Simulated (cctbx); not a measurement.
## Reading a Patterson map

Space group Immm (no. 71), a = 4.1230 Å, b = 5.9900 Å, c = 8.7670 Å, α = 90.00°, β = 90.00°, γ = 90.00°, content Yb4 Co4 Sc2 B2.

Simulated single-crystal data (cctbx): Mo Kα, λ = 0.71073 Å, to d = 0.77 Å, 70 % of the full sphere, strongest reflection 5000 counts, noise from counting, a 2 % proportional error and a noise floor of 2 counts (s.d.); no absorption.

Patterson synthesis from sharpened amplitudes, origin scaled to 1000:

```text
Patterson group I m m m
      u       v       w   height  length (A)
  0.000   0.000   0.000   1000.0     0.00
  0.000   0.000   0.375    438.0     3.29
  0.000   0.194   0.312    249.5     2.97
  0.000   0.500   0.189    197.5     3.42
  0.000   0.500   0.317     73.6     4.09
  0.000   0.000   0.130     57.2     1.14
  0.159   0.161   0.000     54.0     1.17
  0.000   0.322   0.000     49.3     1.93
  0.000   0.000   0.500     48.5     4.38
  0.000   0.152   0.080     47.9     1.15
  0.000   0.278   0.500     46.6     4.69
  0.173   0.079   0.083     42.3     1.12
  0.138   0.332   0.187     38.9     2.64
  0.207   0.500   0.500     36.2     5.38
```

Q: Assign the vectors.

A peak at u stands for all pairs with xi − xj = u, with weight Σ ZiZj against Σ Z² = 23448 at the origin. Peak heights follow these weights only roughly, since form factors, motion and series ripples differ, all vectors within 0.55 Å of a peak are counted as merged into it though the farther ones add only part of their weight, and F(000) is left out, which lowers the whole map:

| u | v | w | shortest length (Å) | height | 1000 ΣZiZj/ΣZ² | pairs in the cell |
| --- | --- | --- | --- | --- | --- | --- |
| 0.000 | 0.000 | 0.375 | 3.29 | 438 | 418 | 2 × Yb–Yb |
| 0.000 | 0.194 | 0.312 | 2.97 | 250 | 322 | 4 × Yb–Co |
| 0.000 | 0.500 | 0.189 | 3.42 | 198 | 251 | 4 × Yb–Sc |
| 0.000 | 0.500 | 0.317 | 2.61 | 74 | 60 | 4 × Yb–B |
| 0.000 | 0.000 | 0.130 | 1.14 | 57 | 0 | none within 0.55 Å |
| 0.159 | 0.161 | 0.000 | 1.17 | 54 | 0 | none within 0.55 Å |
| 0.000 | 0.322 | 0.000 | 1.93 | 49 | 85 | 2 × Co–Co, 4 × Co–B |
| 0.000 | 0.000 | 0.500 | 3.64 | 48 | 18 | 4 × Sc–B |
| 0.000 | 0.152 | 0.080 | 1.15 | 48 | 0 | none within 0.55 Å |
| 0.000 | 0.278 | 0.500 | 2.45 | 47 | 97 | 4 × Co–Sc |

The table stops at ten peaks or at a height of 45, below which ripples compete. In the model behind the data Yb, the heaviest element, has 1 independent site: (0, 1/2, 0.3137), up to an allowed shift of origin; the Yb–Yb vectors are differences of these positions and their symmetry mates. The whole model:

```
atom  mult.    x       y       z  Ueq (Å²)
 Yb1      4    0     1/2  0.3137    0.0176
 Co1      4    0  0.7025       0    0.0194
 Sc1      2  1/2     1/2       0    0.0209
  B1      2    0       0       0    0.0340
```

The model is made up (kin elements in a known structure type, no relaxation), so it says nothing on whether the phase exists.

[Logs are printed without paths, hosts, clocks, repeated set-up lines and the standing remarks that a program may print on its own settings, such as how far it seeks lower states.]
